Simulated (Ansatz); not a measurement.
# PbF2 (Fluorocronite): optical spectrum from first principles

Wanted: where PbF2 (Fluorocronite) starts to absorb, how strongly, and its refractive index. The cell comes from an older database entry, whose edges can differ from later determinations, mostly by under a per cent.

Main program and level: Ansatz 0.2.0; DFT, PBE, plane-wave PAW, default files, scalar-relativistic, independent-particle optical response without local fields.

The database entry behind the starting cell differs from later determinations by our own check (0.1 to 0.3 % short, probably kX units), so it need not match the best structure at ambient conditions.

**1. Starting point**

The structure is cubic, space group Fm-3m (No. 225). The conventional cell has a = 5.927 Å, b = 5.927 Å, c = 5.927 Å, α = 90.00°, β = 90.00°, γ = 90.00°. Nearest to Pb lie 8 F at 2.57 Å. Nearest to F lie 4 Pb at 2.57 Å. Farther neighbours and most contacts between anions are not listed.

As a file:

```cif
data_structure
_symmetry_space_group_name_H-M 'Fm-3m'
_symmetry_Int_Tables_number 225
_cell_length_a 5.9273
_cell_length_b 5.9273
_cell_length_c 5.9273
_cell_angle_alpha 90.000
_cell_angle_beta 90.000
_cell_angle_gamma 90.000
_cell_volume 208.25
loop_
_atom_site_label
_atom_site_type_symbol
_atom_site_symmetry_multiplicity
_atom_site_Wyckoff_symbol
_atom_site_fract_x
_atom_site_fract_y
_atom_site_fract_z
_atom_site_occupancy
Pb1 Pb 4 a 0.00000 0.00000 0.00000 1
F1 F 8 c 0.25000 0.25000 0.75000 1
```

**2. Ground state and bands**

First the ground state: is it a metal or has it a gap?

This step: DFT, PBE, plane-wave PAW, default files, scalar-relativistic, ground state (Ansatz 0.2.0).

input.yaml

```yaml
crystal:
  lattice:
    - [0.0, 2.96366, 2.96366]
    - [2.96366, 0.0, 2.96366]
    - [2.96366, 2.96366, 0.0]
  atoms:
    - { symbol: Pb, position: [0.0, 0.0, 0.0] }
    - { symbol: F, position: [0.75, 0.75, 0.75] }
    - { symbol: F, position: [0.25, 0.25, 0.25] }
kpoints:
  mp_grid: { grid: [7, 7, 7] }
  band_path:
    path:
      - [[0.0, 0.0, 0.0], [0.5, 0.0, 0.5], [0.5, 0.25, 0.75], [0.375, 0.375, 0.75], [0.0, 0.0, 0.0], [0.5, 0.5, 0.5], [0.625, 0.25, 0.625], [0.5, 0.25, 0.75], [0.5, 0.5, 0.5], [0.375, 0.375, 0.75]]
      - [[0.625, 0.25, 0.625], [0.5, 0.0, 0.5]]
    npoints: 6
scf:
  occupations: { method: fermi_dirac, width: 0.05 }
  n_extra_bands: 7
hamiltonian:
  xc: pbe
  pseudopotentials: { kind: paw }
output:
  forces: true
  stress: true
  populations: true
  write_bands: true
  write_density: true
  write_potential: true
  elf: true
  volumetric_format: npy
```

Command:

```console
> ansatz run input.yaml --threads 4 --pin off --max-ram 8192MiB --backend cpu --events-out ev --progress --plain --runs-dir out
```

Numbers of over 12 decimals in the logs are rounded to 6 here.

What it wrote:

```text
scf.n_extra_bands = 7 over 14 filled bands (N_el = 28.0): the run solves 21 bands
Engine: ansatz 0.2.0, x86_64-unknown-linux-gnu
Pseudopotentials: kind: paw
Pseudopotential: Pb, paw, valence charge 14, recommended cutoff 420 eV (normal), Pb.paw.azcp
Pseudopotential: F, paw, valence charge 7, recommended cutoff 420 eV (normal), F.paw.azcp
Functional definition: PBE
  parameter kappa = 0.804
  parameter beta = 0.066725
  exchange = pbe_x(kappa = kappa, mu = beta*pi^2/3)
  correlation = pbe_c(beta = beta)
Crystal: 3 atoms, lattice volume = 52.061 Å³
Basis set: ecut = 420 eV, 965 PW (Γ), exchange–correlation on 60×60×60 points (8 copies of the dense FFT grid, shifted against one another)
Bands: 21, of which v1, the nominal top of the filled ones, is band 14 counted from 1 (13 counted from 0)
Symmetry: 48 space group operations
Space group: Fm-3m (ITA 225), of the structure as read, at distance tolerance 3.7e-5 Å
k-points: 20 of 343
Non-local potential: Pb, projectors of the file, l = 0: 2, l = 1: 2, l = 2: 2, l = 3: 2
Non-local potential: F, projectors of the file, l = 0: 2, l = 1: 2, l = 2: 1
PAW form: soft (Blöchl's): semilocal exchange-correlation on the pseudo side does not see the compensation charge
PAW one-centre angular grid: Pb, 590 points (default); XC on 64 Gauss nodes
PAW one-centre angular grid: F, 110 points (default); XC on 64 Gauss nodes
Initial density: superposition of atomic densities (neutral atoms: chi_scale 0, normalization atom), corrected by the library's trained network
Initial wavefunctions: pseudopotential atomic-orbital guess
Functional: x = pbe(κ = 0.804, μ = 0.219515), c = pbe(β = 0.066725)
SCF iter   1: F=—  HF=-13524.696275 eV  |F-HF|=—  |Δ(HF+E_count)|=         —  Δρ=4.60e-4  dr2=4.42e-5  ethr=1.77e-3  ⟨swp⟩=6.1  Hψ=2177  notcnv=0  defer=2
preconditioner: auto → none  [insulator: Δε(μ)=4.460 eV  Ē_g=20.463 eV  σ=0.050 eV  W_gap=1.00  n_scr=14 (ndim 8)  ℏωp=27.2 eV  f_vac=0.132  D(μ)=0.00/eV (n_scr^D=0)  ε∞_Penn≈2.8]
SCF iter   2: F=—  HF=-13524.695613 eV  |F-HF|=—  |Δ(HF+E_count)|=   6.63e-4  Δρ=3.88e-4  dr2=2.93e-5  ethr=1.58e-7  ⟨swp⟩=3.1  Hψ=1001  notcnv=0  defer=16
SCF iter   3: F=—  HF=-13524.695651 eV  |F-HF|=—  |Δ(HF+E_count)|=   3.87e-5  Δρ=1.81e-4  dr2=4.66e-6  ethr=1.05e-7  ⟨swp⟩=2.0  Hψ=515  notcnv=0  defer=16
SCF iter   4: F=—  HF=-13524.695692 eV  |F-HF|=—  |Δ(HF+E_count)|=   4.06e-5  Δρ=9.55e-5  dr2=3.14e-6  ethr=1.67e-8  ⟨swp⟩=2.0  Hψ=648  notcnv=0  defer=16
SCF iter   5: F=—  HF=-13524.695691 eV  |F-HF|=—  |Δ(HF+E_count)|=   9.16e-7  Δρ=2.69e-5  dr2=2.27e-7  ethr=1.12e-8  ⟨swp⟩=2.5  Hψ=639  notcnv=0  defer=16
SCF iter   6: F=-13524.695691 eV  HF=-13524.695691 eV  |F-HF|=6.22e-10  |Δ(HF+E_count)|=   9.13e-8  Δρ=3.56e-6  dr2=4.26e-9  ethr=3.57e-10  ⟨swp⟩=12.2  Hψ=3046  notcnv=0
SCF 1 converged in 6 iterations: F = -13524.695691 eV  dr2 = 4.26e-9
  greatest PAW one-centre occupation: 0.984 electrons in one spin orbital (limit 2), on the Pb atom at site 0 (counted from 0), in its partial waves of l = 2
NSCF: frozen V_eff on 62 k-points
SCF converged after 6 iterations
Free energy (F): -13524.695691 eV
Harris-Foulkes:  -13524.695691 eV  (|F-HF|=6.22e-10)
Internal energy: -13524.695691 eV  (E = F + TS)
E sigma→0 (E₀):  -13524.695691 eV
Fermi energy:    7.312599 eV
--- Per-component energies (eV) ---
  E_band       = -122.954794
  E_kinetic    = 698.663874
  E_local      = -2254.071731  (includes V_loc(G=0)·N_el)
  E_nonlocal   = 496.991457
  E_hartree    = 866.201122
  E_xc         = -381.863463
  E_vxc        = -338.430008  (∫ρ·V_xc dr)
  E_paw        = -10801.720373  (= ΣΔE_a)
  E_vpaw       = -458.516654  (= ΣTr[D̂ρ^β])
  E_aug_tail   = 0.004116  (compensation charges beyond the density's cutoff)
  E_ewald      = -2148.900692
  E_smearing   = -0.000000  (= −TS)
  E_closure    = -0.000000  (closes the sum)
  Σ components = -13524.695691   (vs F -13524.695691, Δ=0.00e0)
--- Forces (eV/Å), atoms counted from 1 ---
  atom   1  Pb    -0.00000000     0.00000000    -0.00000000
  atom   2  F      0.00000000     0.00000000     0.00000000
  atom   3  F      0.00000000     0.00000000     0.00000000
  max |Σ_I F_I| component: 2.31e-17 eV/Å
--- Stress (GPa, compression-positive) ---
        2.683841       0.000000       0.000000
        0.000000       2.683841      -0.000000
       -0.000000      -0.000000       2.683841
  P = ⅓ Tr σ = 2.6838 GPa (26.838 kbar)
--- Band table (eV; the first three rows and the last of 20) ---
  k-point 0: bands = [... 10 lower, 2.5482, 3.0424, 3.0424, 3.0424, 11.8065, 11.8065, 11.8065, 15.6756, ... 3 higher]
  k-point 1: bands = [... 10 lower, 2.5078, 3.0108, 3.0108, 3.5531, 11.1577, 11.9703, 11.9703, 16.7923, ... 3 higher]
  k-point 2: bands = [... 10 lower, 2.4205, 2.9397, 2.9397, 4.3711, 10.3989, 12.3454, 12.3454, 18.1006, ... 3 higher]
  k-point 19: bands = [... 10 lower, 2.5646, 3.3682, 3.4821, 5.0196, 10.8234, 11.3113, 12.6608, 15.2111, ... 3 higher]
--- Löwdin populations: 3 sites ---
  site symbol       q [e]
     0     Pb     12.8430
     1      F      7.5391
     2      F      7.5391
  spilling = 0.002813 (of n_electrons = 28.000000)
```

It took 1.1 s on 4 threads of Intel Xeon Platinum 8259CL at 2.50GHz (Skylake/Cascade Lake), shared host; peak memory 0.55 GiB; 3.3 s of CPU time.

Reading the cycles: dr2 is the Hartree energy of the density residual (eV), the measure of convergence; HF is the Harris–Foulkes estimate of the energy, which meets the free energy F at convergence.

This step gave:

* free energy: -13524.6957 eV
* Fermi energy: 7.313 eV
* gap by band count: 4.463 eV
* electrons: 28
* symmetry operations: 48
* pressure: 2.684 GPa
* gap on the k-mesh: 4.463 eV
* volume: 52.06 Å³
* gap on the path: 4.419 eV
* least direct gap on the path: 4.565 eV

There is a gap, 4.42 eV on the path, so no carriers' term is needed. The cell is left with a pressure of 2.7 GPa, as it stands unrelaxed at this level.

Electronic bands along the path, in eV, zero at the Fermi level; v1 is the highest filled band, c1 the lowest empty one:

```
    point     v4     v3     v2     v1    c1    c2    c3     c4
        Γ  -4.76  -4.27  -4.27  -4.27  4.49  4.49  4.49   8.36
  halfway  -4.33  -4.02  -4.02  -3.25  2.79  5.11  5.11   8.94
        X  -3.85  -3.85  -3.85  -2.43  2.14  5.62  5.62   6.68
  halfway  -4.22  -3.89  -3.81  -2.35  2.63  5.01  5.36   7.27
        W  -4.97  -3.91  -3.79  -2.28  3.78  3.78  5.21   7.88
  halfway  -4.59  -3.93  -3.83  -2.30  3.24  4.27  5.37   7.74
        K  -4.36  -4.00  -3.86  -2.31  3.04  4.39  5.60   7.56
  halfway  -4.75  -4.51  -4.02  -2.92  3.14  4.79  5.09  10.24
        Γ  -4.76  -4.27  -4.27  -4.27  4.49  4.49  4.49   8.36
  halfway  -4.87  -4.35  -4.35  -3.14  3.23  4.93  4.93  10.59
        L  -4.97  -4.44  -4.44  -2.32  2.74  5.39  5.39  10.94
  halfway  -4.79  -4.22  -4.09  -2.32  3.06  4.64  5.48   8.87
        U  -4.36  -4.00  -3.86  -2.31  3.04  4.39  5.60   7.56
  halfway  -4.59  -3.93  -3.83  -2.30  3.24  4.27  5.37   7.74
        W  -4.97  -3.91  -3.79  -2.28  3.78  3.78  5.21   7.88
  halfway  -4.98  -4.08  -4.07  -2.32  3.17  4.48  5.45   8.66
        L  -4.97  -4.44  -4.44  -2.32  2.74  5.39  5.39  10.94
  halfway  -4.79  -4.22  -4.09  -2.32  3.06  4.64  5.48   8.87
        K  -4.36  -4.00  -3.86  -2.31  3.04  4.39  5.60   7.56
jump to U  -4.36  -4.00  -3.86  -2.31  3.04  4.39  5.60   7.56
  halfway  -4.01  -3.89  -3.85  -2.39  2.39  5.17  5.62   6.98
        X  -3.85  -3.85  -3.85  -2.43  2.14  5.62  5.62   6.68
```

Valence density in the ac plane of a cell with a along [110], b along [-110] and c along [001] of the cube at fractional y = 0.000, with atoms of Pb and F within 0.2 Å of it. It is the smooth field of the valence electrons, not physical close to the nuclei.

Values in units of 1e0 e/Å³, 9 rows by 16 columns, each cell a mean:
```
5.0 1.6 0.3 0.2 0.2 0.2 0.9 4.0 5.0 1.6 0.3 0.2 0.2 0.2 0.9 4.0
0.6 0.3 0.5 3.5 4.9 0.9 0.2 0.5 0.6 0.3 0.5 3.5 4.9 0.9 0.2 0.5
0.0 0.1 0.5 5.1 7.3 1.2 0.1 0.0 0.0 0.1 0.5 5.1 7.3 1.2 0.1 0.0
0.0 0.0 0.1 0.4 0.5 0.2 0.0 0.0 0.0 0.0 0.1 0.4 0.5 0.2 0.0 0.0
0.0 0.0 0.0 0.1 0.1 0.0 0.0 0.0 0.0 0.0 0.0 0.1 0.1 0.0 0.0 0.0
0.0 0.0 0.2 0.9 1.2 0.3 0.0 0.0 0.0 0.0 0.2 0.9 1.2 0.3 0.0 0.0
0.1 0.1 0.6 6.2 8.9 1.4 0.1 0.1 0.1 0.1 0.6 6.2 8.9 1.4 0.1 0.1
1.1 0.5 0.4 1.9 2.7 0.6 0.3 0.9 1.1 0.5 0.4 1.9 2.7 0.6 0.3 0.9
6.6 2.0 0.3 0.1 0.1 0.2 1.1 5.2 6.6 2.0 0.3 0.1 0.1 0.2 1.1 5.2
```

Electrostatic potential energy in the ac plane of a cell with a along [110], b along [-110] and c along [001] of the cube at fractional y = 0.000, with atoms of Pb and F within 0.2 Å of it. With pseudopotentials it is smooth inside the atoms' cores, unlike the true potential.

Ten even steps from '0' (-36 eV) to '9' (11 eV), each cell a mean:
```
20279999720210589998501
01589999851003799999730
56897337986557994259875
89993004999889971017998
99995005999999982028999
99999669999999997579999
99999999999999999999999
99999999999999999999999
99999999999999999999999
99999999999999999999999
99997337999999994259999
99993004999999971017999
78995005998788982028988
24798668974236897579852
10489999840101699999610
31279999711320589998402
```

[end of part 1 of 2]

[Logs are printed without paths, hosts, clocks, repeated set-up lines and the standing remarks that a program may print on its own settings, such as how far it seeks lower states.]

[Hosts, paths, dates, database ids (printed as entryN), source tags and the programs' standing remarks are cut or masked in the printed files.]
